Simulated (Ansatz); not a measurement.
# AgSb2 (built on the sites of a database entry of Sb2Au): from the cell to its phonons

Aim: the phonons of AgSb2 (built on the sites of a database entry of Sb2Au) at a cell relaxed beforehand at this level. After the zone centre comes a 2×2×2 q mesh on a 10×10×10 k mesh.

Main program and level: Ansatz 0.2.0; DFT LDA, scalar-relativistic, plane waves, PAW.

The structure was built from a prototype and need not be the compound's stable phase.

**1. Starting point**

It takes space group Fm-3m (No. 225, cubic). The conventional cell has a = 6.708 Å, b = 6.708 Å, c = 6.708 Å, α = 90.00°, β = 90.00°, γ = 90.00°. Sb has 4 Ag at 2.90 Å nearest. Nearest to Ag lie 8 Sb at 2.90 Å. Farther neighbours are not listed.

Structure file:

```cif
data_structure
_symmetry_space_group_name_H-M 'P 1'
_symmetry_Int_Tables_number 1
_cell_length_a 4.7433
_cell_length_b 4.7433
_cell_length_c 4.7433
_cell_angle_alpha 60.000
_cell_angle_beta 60.000
_cell_angle_gamma 60.000
_cell_volume 75.46
loop_
_atom_site_label
_atom_site_type_symbol
_atom_site_fract_x
_atom_site_fract_y
_atom_site_fract_z
_atom_site_occupancy
Sb1 Sb 0.25000 0.25000 0.25000 1
Sb2 Sb 0.75000 0.75000 0.75000 1
Ag3 Ag 0.00000 0.00000 0.00000 1
```

**2. Linear response at the zone centre**

The cell comes from relaxations at this level that are not shown. The zone centre comes first: it holds the modes that light can see, as far as symmetry allows. No field response is asked, since the mesh shows no gap.

Input file input.yaml:

```yaml
crystal:
  lattice:
    - [0.0, 3.354011377, 3.354011377]
    - [3.354011377, 0.0, 3.354011377]
    - [3.354011377, 3.354011377, 0.0]
  atoms:
    - { symbol: Sb, position: [0.25, 0.25, 0.25] }
    - { symbol: Sb, position: [0.75, 0.75, 0.75] }
    - { symbol: Ag, position: [0.0, 0.0, 0.0] }
kpoints:
  mp_grid: { grid: [10, 10, 10] }
hamiltonian:
  xc: lda
scf:
  occupations: { method: methfessel_paxton, width: 0.15 }
output:
  eigenvalues: true
phonons:
  method: dfpt
```

Started as:

```sh
$ ansatz run input.yaml --threads 4 --pin off --max-ram 7168MiB --backend cpu --events-out ev --progress --plain --runs-dir out
```

Numbers of over 12 decimals in the logs are rounded to 6 here.

Output:

```text
zone centre: on kpoints.mp_grid the ground state, and the responses unless they are solved on pairs of k-points, stand on 102 of the mesh's 1000 k-points, reduced under 8 symmetry operations, with k and −k counted as one. Each operation leaves every solved displacement unchanged or reverses it
Engine: ansatz 0.2.0, aarch64-unknown-linux-gnu
Pseudopotentials: kind: paw
Pseudopotential: Sb, paw, valence charge 15, recommended cutoff 420 eV (normal), Sb.paw.azcp
Pseudopotential: Ag, paw, valence charge 19, recommended cutoff 420 eV (normal), Ag.paw.azcp
Functional definition: SPW92
  exchange = slater_x
  correlation = pw_c
Crystal: 3 atoms, lattice volume = 75.461 Å³
Basis set: ecut = 420 eV, 1459 PW (Γ), exchange–correlation on 64×64×64 points (8 copies of the dense FFT grid, shifted against one another)
Bands: 30, of which v1, the nominal top of the filled ones, is band 25 counted from 1 (24 counted from 0)
Symmetry: 48 space group operations
k-points: 102 of 1000 (irreducible under 8 space group operations, time reversal used)
Non-local potential: Sb, projectors of the file, l = 0: 2, l = 1: 2, l = 2: 2, l = 3: 2
Non-local potential: Ag, projectors of the file, l = 0: 3, l = 1: 2, l = 2: 2, l = 3: 1
PAW form: soft (Blöchl's): semilocal exchange-correlation on the pseudo side does not see the compensation charge
PAW frozen core: Sb, regenerated for the run's functional, and the local potential with it (the file was generated under x = pbe(κ = 0.804, μ = 0.219515), c = pbe(β = 0.066725))
PAW frozen core: Ag, regenerated for the run's functional, and the local potential with it (the file was generated under x = pbe(κ = 0.804, μ = 0.219515), c = pbe(β = 0.066725))
PAW one-centre angular grid: Sb, 590 points (default); XC on 64 Gauss nodes
PAW one-centre angular grid: Ag, 590 points (default); XC on 64 Gauss nodes
Initial density: superposition of atomic densities (neutral atoms: chi_scale 0, normalization atom), corrected by the library's trained network
Initial wavefunctions: pseudopotential atomic-orbital guess
Functional: x = slater, c = lda
SCF iter   1: F=—  HF=-20129.371708 eV  |F-HF|=—  |Δ(HF+E_count)|=         —  Δρ=1.00e-2  dr2=6.02e-2  ethr=1.77e-3  ⟨swp⟩=6.2  Hψ=12645  notcnv=0
preconditioner: auto → LDOS  [metal: Δε(μ)=0.041 eV  Ē_g=8.861 eV  σ=0.150 eV  W_gap=0.22  n_scr=14 (ndim 8)  ℏωp=19.6 eV  f_vac=0.040  D(μ)=2.10/eV (n_scr^D=14)  β→1.0]
SCF iter   2: F=—  HF=-20129.360792 eV  |F-HF|=—  |Δ(HF+E_count)|=   1.09e-2  S|Δr|=    0.00e0  Δρ=4.74e-3  dr2=1.15e-2  ethr=1.23e-4  ⟨swp⟩=2.0  Hψ=6265  notcnv=0
SCF iter   3: F=—  HF=-20129.355787 eV  |F-HF|=—  |Δ(HF+E_count)|=   5.00e-3  S|Δr|=    0.00e0  Δρ=1.35e-3  dr2=1.22e-3  ethr=2.36e-5  ⟨swp⟩=2.0  Hψ=5456  notcnv=0
SCF iter   4: F=—  HF=-20129.355497 eV  |F-HF|=—  |Δ(HF+E_count)|=   2.90e-4  S|Δr|=    0.00e0  Δρ=2.26e-4  dr2=4.40e-5  ethr=2.50e-6  ⟨swp⟩=2.1  Hψ=3865  notcnv=0
SCF iter   5: F=—  HF=-20129.355486 eV  |F-HF|=—  |Δ(HF+E_count)|=   1.14e-5  S|Δr|=    0.00e0  Δρ=4.35e-5  dr2=1.54e-6  ethr=8.98e-8  ⟨swp⟩=2.6  Hψ=4658  notcnv=0
SCF iter   6: F=—  HF=-20129.355488 eV  |F-HF|=—  |Δ(HF+E_count)|=   2.22e-6  S|Δr|=    0.00e0  Δρ=4.83e-6  dr2=1.18e-8  ethr=3.13e-9  ⟨swp⟩=2.0  Hψ=5051  notcnv=0
SCF iter   7: F=—  HF=-20129.355488 eV  |F-HF|=—  |Δ(HF+E_count)|=   5.22e-9  S|Δr|=    0.00e0  Δρ=5.65e-7  dr2=2.76e-10  ethr=2.40e-11  ⟨swp⟩=2.0  Hψ=5253  notcnv=0
SCF iter   8: F=-20129.355488 eV  HF=-20129.355488 eV  |F-HF|=3.64e-12  |Δ(HF+E_count)|=  1.31e-10  S|Δr|=    0.00e0  Δρ=7.64e-8  dr2=4.01e-12  ethr=1.00e-12  ⟨swp⟩=8.0  Hψ=18039  notcnv=0
SCF 1 converged in 8 iterations: F = -20129.355488 eV  dr2 = 4.01e-12
  greatest PAW one-centre occupation: 1.002 electrons in one spin orbital (limit 2), on the Ag atom at site 2 (counted from 0), in its partial waves of l = 0
DFPT response loops at Γ: preconditioner auto → Kerker (q_TF=auto, 2.539 Å⁻¹) (partly filled bands, converged f_vac=0.044); β = 1.00, the filter's whole step (`scf.mixing.beta` (0.50) is not read by the response loops under this deck's `scf.mixing.preconditioner`; to damp them name `kerker` or `kerker_dos`, under which they read `scf.mixing.beta`, and type it under 1.00, their step now; both keys bind the ground state too); Broyden in place of MSR1
SCF converged after 8 iterations
Stability not checked: this state was not tested for a lower state beside it, because cold or Methfessel-Paxton smearing, or corrected tetrahedra, fill the levels in a way that the test cannot read (fill_not_monotonic; see scf.lower_state_search)
Free energy (F): -20129.355488 eV
Harris-Foulkes:  -20129.355488 eV  (|F-HF|=3.64e-12)
Internal energy: -20129.352890 eV  (E = F + TS)
E sigma→0 (E₀):  -20129.354839 eV
Entropy (-TS):   -0.002598 eV (-0.866 meV/atom)
Fermi energy:    11.947764 eV
--- Per-component energies (eV) ---
  E_band       = -635.403167
  E_kinetic    = 944.989665
  E_local      = -6059.218113  (includes V_loc(G=0)·N_el)
  E_nonlocal   = 817.516266
  E_hartree    = 2745.985219
  E_xc         = -460.669985
  E_vxc        = -430.812627  (∫ρ·V_xc dr)
  E_paw        = -12621.301570  (= ΣΔE_a)
  E_vpaw       = -1399.849077  (= ΣTr[D̂ρ^β])
  E_aug_tail   = 0.000253  (compensation charges beyond the density's cutoff)
  E_ewald      = -5498.497079
  E_core_change = 1.842455  (= ΣΔE_core)
  E_smearing   = -0.002598  (= −TS)
  E_closure    = -0.000000  (closes the sum)
  Σ components = -20129.355488   (vs F -20129.355488, Δ=0.00e0)
--- Band table (eV; the first three rows and the last of 102) ---
  k-point 0: bands = [... 21 lower, 11.2548, 11.2548, 11.2548, 12.8484, 12.8484, 12.8484, 14.9594, 14.9594, ... 1 higher]
  k-point 1: bands = [... 21 lower, 10.7088, 11.1094, 11.1094, 12.6580, 12.7465, 12.7465, 14.9295, 15.1621, ... 1 higher]
  k-point 2: bands = [... 21 lower, 9.8423, 10.7743, 10.7743, 12.1820, 12.4675, 12.4675, 15.1533, 15.7739, ... 1 higher]
  k-point 101: bands = [... 21 lower, 6.8741, 7.9191, 10.3982, 12.2412, 14.5512, 15.4027, 16.1212, 16.4912, ... 1 higher]
--- Phonons (Γ-DFPT): 2 representative perturbations + reference, on 102 of 1000 k-points (Σ response iterations 6) ---
  k mesh reduced under 8 symmetry operations, with k and −k counted as one. Each operation leaves every solved displacement unchanged or reverses it
  ASR residual: 1.066e-4 → 0.000e0 eV/Å²; symmetrization residual: 8.845e-5 eV/Å²
  ASR residual per site (eV/Å²): 1.07e-4 1.07e-4 6.43e-5
  Γ frequencies (cm⁻¹): 0.00 0.00 0.00 82.10 82.10 82.10 109.08 109.08 109.08
  non-analytic LO–TO correction: not included (Born effective charges unavailable; polar crystals: no LO–TO splitting at Γ)
```

Run time: 20 s. Hardware: 4 threads of Arm Neoverse V1, shared host; peak memory 0.98 GiB; 75 s of CPU time.

Numbers from this step:

```
volume per atom                                         : 25.15 Å³
gap on the k-mesh                                       : 0 eV
sum-rule residual before enforcement                    : 1.07e-4 eV/Å²
point group                                             : m-3m
highest optical mode at the zone centre (no LO-TO term) : 109.1 cm⁻¹
lowest optical zone-centre mode                         : 82.1 cm⁻¹
```

Patterns of degenerate modes are one choice out of their space. The modes at Γ (shares of kinetic energy by element, %):

```
mode  frequency (cm⁻¹)  symmetry  Sb %  Ag %
   1               0.0  acoustic    69    31
   2               0.0  acoustic    69    31
   3               0.0  acoustic    69    31
   4              82.1       T2g   100     0
   5              82.1       T2g   100     0
   6              82.1       T2g   100     0
   7             109.1       T1u    31    69
   8             109.1       T1u    31    69
   9             109.1       T1u    31    69
```

Displacements in mode 4 (82.1 cm⁻¹), the largest set to 1:
```
Sb1 -1.00 -0.02  0.19
Sb2  1.00  0.02 -0.19
Ag3  0.00  0.00  0.00
```

Displacements in mode 9 (109.1 cm⁻¹), the largest set to 1:
```
Sb1 -0.44 -0.32  0.30
Sb2 -0.44 -0.32  0.30
Ag3  1.00  0.72 -0.69
```

Before it was imposed, the acoustic sum rule was missed by 1.1e-4 eV/Å². Small misses are needed for a sound result but don't prove that mesh and cutoff are converged. The lowest optical mode is real, 82.1 cm⁻¹.

(Part 1 of 2 ends here.)

[Logs are printed without paths, hosts, clocks, repeated set-up lines and the standing remarks that a program may print on its own settings, such as how far it seeks lower states.]

[Hosts, paths, dates, database ids (printed as entryN), source tags and the programs' standing remarks are cut or masked in the printed files.]
